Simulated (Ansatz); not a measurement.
# CoSi2 (Fm-3m): Migdal–Eliashberg transition temperature, part 2 of 2

Aim: the phonon-mediated transition temperature of CoSi2 (Fm-3m) at ambient pressure, over a range of μ*. The cell shown first is a relaxed one, from steps not shown here.

Ansatz 0.2.0; DFT PBE, scalar-relativistic, plane waves, PAW; PAW set soft_1.

So far, log mean phonon energy ħω_log (meV): step 2 (electron–phonon run: q 3×3×3, k 9×9×9, scattering 16×16×16) 25.3; step 3 (k-mesh 12×12×12, q mesh 4×4×4) 25.2.

**4. Coupling and resistivity: q 4×4×4, k 16×16×16, scattering 24×24×24**

The next rung changes the k mesh of the density and its response; the scattering mesh, which samples the Fermi surface.

File input.yaml:

```yaml
crystal:
  lattice:
    - [0.0, 2.6801166171, 2.6801166171]
    - [2.6801166171, 0.0, 2.6801166171]
    - [2.6801166171, 2.6801166171, 0.0]
  atoms:
    - { symbol: Co, position: [0.0, 0.0, 0.0] }
    - { symbol: Si, position: [0.25, 0.25, 0.25] }
    - { symbol: Si, position: [0.75, 0.75, 0.75] }
kpoints:
  mp_grid: { grid: [16, 16, 16] }
hamiltonian:
  xc: pbe
  pseudopotentials: { kind: paw, azcp: { folder: soft_1 } }
scf:
  occupations: { method: methfessel_paxton, width: 0.2 }
output:
  eigenvalues: true
phonons:
  method: dfpt
  qmesh: [4, 4, 4]
  temperatures: { t_max: 1000, t_step: 50 }
  qpath:
    path:
      - [[0.0, 0.0, 0.0], [0.5, 0.0, 0.5], [0.625, 0.25, 0.625]]
      - [[0.375, 0.375, 0.75], [0.0, 0.0, 0.0], [0.5, 0.5, 0.5], [0.5, 0.25, 0.75], [0.5, 0.0, 0.5]]
    npoints: 6
  electrical_resistivity:
    mesh: [24, 24, 24]
    temperatures: [20.0, 50.0, 80.0, 100.0, 150.0, 200.0, 273.0, 300.0, 400.0, 500.0, 600.0, 800.0]
  superconductivity: { mesh: [24, 24, 24] }
```

Run with:

```console
ansatz run input.yaml --threads 16 --pin off --max-ram 92160MiB --backend cuda --events-out ev --progress --plain --runs-dir out --max-vram 78GiB
```

Numbers of over 12 decimals in the logs are rounded to 6 here.

The log of the run:

```text
[...]
Crystal: 3 atoms, lattice volume = 38.503 Å³
Basis set: ecut = 420 eV, 749 PW (Γ), exchange–correlation on 54×54×54 points (8 copies of the dense FFT grid, shifted against one another)
Bands: 17, of which v1, the nominal top of the filled ones, is band 13 counted from 1 (12 counted from 0)
Symmetry: 48 space group operations
k-points: 145 of 4096
[...]
SCF iter   1: F=—  HF=-6400.481673 eV  |F-HF|=—  |Δ(HF+E_count)|=         —  Δρ=1.50e-1  dr2=9.27e0  ethr=3.10e-3  ⟨swp⟩=5.1  Hψ=12369  notcnv=0
[...]
SCF iter   2: F=—  HF=-6399.650362 eV  |F-HF|=—  |Δ(HF+E_count)|=   8.31e-1  S|Δr|=    0.00e0  Δρ=5.95e-2  dr2=2.10e0  ethr=3.10e-3  ⟨swp⟩=2.2  Hψ=4906  notcnv=0
[...]
SCF iter  10: F=-6399.177212 eV  HF=-6399.177212 eV  |F-HF|=1.00e-11  |Δ(HF+E_count)|=   1.20e-9  S|Δr|=    0.00e0  Δρ=2.09e-7  dr2=7.60e-12  ethr=1.00e-12  ⟨swp⟩=5.2  Hψ=14075  notcnv=0
SCF 1 converged in 10 iterations: F = -6399.177212 eV  dr2 = 7.60e-12
[...]
SCF iter   1: F=—  HF=-6400.481673 eV  |F-HF|=—  |Δ(HF+E_count)|=         —  Δρ=1.50e-1  dr2=9.27e0  ethr=3.10e-3  ⟨swp⟩=5.1  Hψ=12369  notcnv=0
[...]
SCF 2 converged in 10 iterations: F = -6399.177212 eV  dr2 = 7.54e-12
[...]
SCF converged after 10 iterations
[...]
not converged in the mesh (the resistivity at 20 K by 8.41 %; the resistivity at 50 K by 5.18 %; the resistivity at 80 K by 4.56 %; the resistivity at 100 K by 4.40 %; the resistivity at 150 K by 4.35 %; the resistivity at 200 K by 4.40 %; the resistivity at 273 K by 4.46 %; the resistivity at 300 K by 4.47 %; the resistivity at 400 K by 4.51 %; the resistivity at 500 K by 4.53 %; the resistivity at 600 K by 4.53 % [...]
  vibrations of 64 cells: unjudged by the run; compare a larger repeat
[...]
--- Superconductivity: potentials and phonons of a 4×4×4 supercell ---
           mesh         λ    ħω_log (meV)  μ* declared at (meV)
       24×24×24    0.4041          25.154               31.273
       12×12×12    0.4047          25.188               31.249
          6×6×6    0.3997          25.424               31.312
  λ by the species' shares of the modes' patterns: Co 0.1699, Si 0.2342
[...]
0.08      1.996         2.032         1.790         1.790         1.963         1.963          1.964
      0.10      1.298         1.319         1.122         1.122         1.267         1.268          1.267
      0.12      0.775         0.787         0.648         0.649         0.763         0.764          0.764
      0.13      0.575         0.584         0.475         0.475         0.575         0.575          0.575
      0.14      0.414         0.419         0.338         0.338         0.422         0.423          0.423
      0.16      0.189         0.192         0.154         0.154         0.210         0.210          0.210
      0.20      0.018         0.019    none_found    none_found    none_found    none_found     none_found
  none_found: no transition down to 0.1 K
[...]
converged in the mesh: between neighbouring meshes, the two finest first, λ moves by 0.16 % and 1.23 % and the anisotropic transition temperature over the full bandwidth at μ* = 0.13 by 4.03 % and 0.77 %; converged means that the two finest part by at most 2.00 % and 5.00 %
  vibrations of 64 cells: unjudged by the run; compare a larger repeat
[...]
```

Run time: 65 s. Hardware: 1 × NVIDIA GB200 with 16 threads of Arm Neoverse V2, shared host; peak memory 4.7 GiB; 10 min of CPU time.

Numbers from this step:

```
zero-point energy                    : 0.1549 eV/cell
Debye temperature (second moment)    : 540 K
resistivity at 300 K                 : 10.27 μΩ cm
coupling constant λ                  : 0.4041
density of states at the Fermi level : 0.5234 states/eV a spin and cell
log mean phonon energy ħω_log        : 25.15 meV
transport coupling constant λ_tr     : 0.3889, 0.3889, 0.3889 (xx, yy, zz)
Drude plasma energy                  : 6.316, 6.316, 6.316 eV (xx, yy, zz)
resistivity times mean free path     : 9.41, 9.41, 9.41 × 10⁻¹⁶ Ω m² (xx, yy, zz)
second-moment phonon energy ħω₂      : 31.27 meV
```

An empty cell: under 1 mK by a formula, or no transition down to the floor of the Eliashberg search. Transition temperatures:

```csv
μ*,McMillan Tc (K),Allen–Dynes Tc (K),isotropic Fermi-surface Tc (K),isotropic full bandwidth Tc (K),anisotropic Fermi-surface Tc (K),anisotropic full bandwidth Tc (K),anisotropic narrow window Tc (K)
0.08,2,2.03,1.79,1.79,1.96,1.96,1.96
0.1,1.3,1.32,1.12,1.12,1.27,1.27,1.27
0.12,0.775,0.787,0.648,0.649,0.763,0.764,0.764
0.13,0.575,0.584,0.475,0.475,0.575,0.575,0.575
0.14,0.414,0.419,0.338,0.338,0.422,0.423,0.423
0.16,0.189,0.192,0.154,0.154,0.21,0.21,0.21
0.2,0.0185,0.0187,-,-,-,-,-
```

The Eliashberg function α²F has structure finer than the step of the table below, so its rows give means over 2 meV, whole bins alone (the curve runs from 0.185 to 47.1 meV). Peaks (meV: height): α²F 21.2: 0.145, 38.2: 0.325, 45.6: 1.03; α²F tr 21.2: 0.182, 38.2: 0.245, 45.6: 1.05.

Table of Eliashberg function α²F by phonon energy; means over each step:

```csv
phonon energy (meV),α²F,α²F tr
2,4.5e-4,4.5e-5
4,0.00254,5.5e-4
6,0.00736,0.00226
8,0.0174,0.00641
10,0.0341,0.0154
12,0.0517,0.0323
14,0.0808,0.0697
16,0.110,0.115
18,0.129,0.153
20,0.139,0.176
22,0.109,0.134
24,0.0704,0.0803
26,0.0592,0.0690
28,0.0330,0.0406
30,0.0641,0.0939
32,0.114,0.154
34,0.170,0.200
36,0.206,0.185
38,0.258,0.195
40,0.189,0.124
42,0.103,0.0876
44,0.255,0.225
46,0.658,0.631
```

The Eliashberg function α²F has structure finer than the step of the table below, so its rows give means over 2 meV, whole bins alone (the curve runs from 0.185 to 47.1 meV). Peaks (meV: height): α²F 21.2: 0.145, 38.2: 0.325, 45.6: 1.03; Co 21.2: 0.102, 31.6: 0.0636, 46.3: 0.163; Si 38.2: 0.301, 45.6: 0.867.

Eliashberg function α²F against phonon energy; means over each step:

```csv
phonon energy (meV),α²F,Co,Si
2,4.5e-4,2.4e-4,2.2e-4
4,0.00254,0.00135,0.00123
6,0.00736,0.00392,0.00343
8,0.0174,0.00953,0.00780
10,0.0341,0.0194,0.0146
12,0.0517,0.0306,0.0210
14,0.0808,0.0502,0.0305
16,0.110,0.0713,0.0391
18,0.129,0.0860,0.0431
20,0.139,0.0955,0.0432
22,0.109,0.0770,0.0325
24,0.0704,0.0499,0.0205
26,0.0592,0.0432,0.0160
28,0.0330,0.0243,0.00868
30,0.0641,0.0481,0.0160
32,0.114,0.0467,0.0676
34,0.170,0.0200,0.150
36,0.206,0.0218,0.185
38,0.258,0.0200,0.238
40,0.189,0.0111,0.178
42,0.103,0.0239,0.0788
44,0.255,0.0670,0.188
46,0.658,0.127,0.531
```

Anisotropic full-bandwidth solution, weighted at the Fermi level. Gaps:

```csv
mu*,T (K),mean gap (meV),5 % (meV),95 % (meV),mean Z
0.1,0.317,0.185,0.152,0.245,1.4
0.1,0.634,0.177,0.144,0.233,1.4
0.1,0.951,0.142,0.116,0.187,1.4
0.1,1.14,0.096,0.0786,0.126,1.4
0.13,0.144,0.083,0.0652,0.114,1.4
0.13,0.288,0.0789,0.062,0.108,1.4
0.13,0.431,0.0633,0.0498,0.0867,1.4
0.13,0.518,0.0427,0.0336,0.0584,1.4
0.16,0.0526,0.0298,0.0223,0.0429,1.4
0.16,0.105,0.0283,0.0211,0.0406,1.4
0.16,0.158,0.0226,0.0169,0.0324,1.4
0.16,0.189,0.0152,0.0114,0.0218,1.4
```

dTc/da2F against phonon energy:

```csv
phonon energy (meV),dTc/da2F (K/meV)
2,-
4,2.92
6,2.26
8,1.86
10,1.59
12,1.38
14,1.22
16,1.09
18,0.989
20,0.902
22,0.829
24,0.766
26,0.711
28,0.663
30,0.621
32,0.583
34,0.548
36,0.518
38,0.490
40,0.465
42,0.442
44,0.421
46,0.402
```

The share of the Fermi-level states by lambda of a state:

```csv
lambda of a state,share of the Fermi-level states
0.298,0.0011
0.312,0.0172
0.326,0.0069
0.340,0.0834
0.355,0.122
0.369,0.153
0.383,0.157
0.397,0.0886
0.411,0.0799
0.425,0.0533
0.440,0.0284
0.454,0.0537
0.468,0.0344
0.482,0.0011
0.496,0.0357
0.510,0.0103
0.525,0.003
0.539,0.0391
0.553,0.0161
0.567,0.0094
0.581,0.004
0.595,0.0024
0.610,0
0.624,0
```

**5. Summary of results**

```json
{"meshes": "q 4×4×4, k 16×16×16, scattering 24×24×24", "coupling constant λ": "0.404", "log mean phonon energy ħω_log": "25.1 meV", "Allen–Dynes Tc at μ* = 0.1": "1.32 K", "Allen–Dynes Tc at μ* = 0.13": "0.584 K", "anisotropic Eliashberg Tc at μ* = 0.1": "1.27 K", "anisotropic Eliashberg Tc at μ* = 0.13": "0.575 K"}
```

In the last run (PBE, q 4×4×4, k 16×16×16, scattering 24×24×24), with λ = 0.40 and ħω_log = 25.1 meV, Tc at μ* = 0.13 is 0.57 K by McMillan's formula, 0.58 K by Allen and Dynes's and 0.57 K by the anisotropic Eliashberg equations. Raising μ* from 0.10 to 0.16 lowers the Allen–Dynes value from 1.3 to 0.19 K. The mean gap at a quarter of Tc gives 2Δ/k_B Tc = 3.35, against 3.53 in weak-coupling theory. The gap spreads from 0.065 to 0.11 meV over nine tenths of the Fermi surface. The run's transport test calls it not converged in the mesh; ρ(300 K) moves by 4 % in the component that moves most. The runs are not spin-polarised; where the real material orders magnetically, these values do not describe it. Over the runs, λ takes the values 0.398, 0.402 and 0.404, in the order shown. μ* is a typed number, phonons are harmonic, and spin fluctuations are left out; at μ* = 0.13 McMillan's formula turns 1 % in λ into about 7.6 % in Tc.

[Logs are printed without paths, hosts, clocks, repeated set-up lines and the standing remarks that a program may print on its own settings, such as how far it seeks lower states.]

[Hosts, paths, dates, database ids (printed as entryN), source tags and the programs' standing remarks are cut or masked in the printed files.]
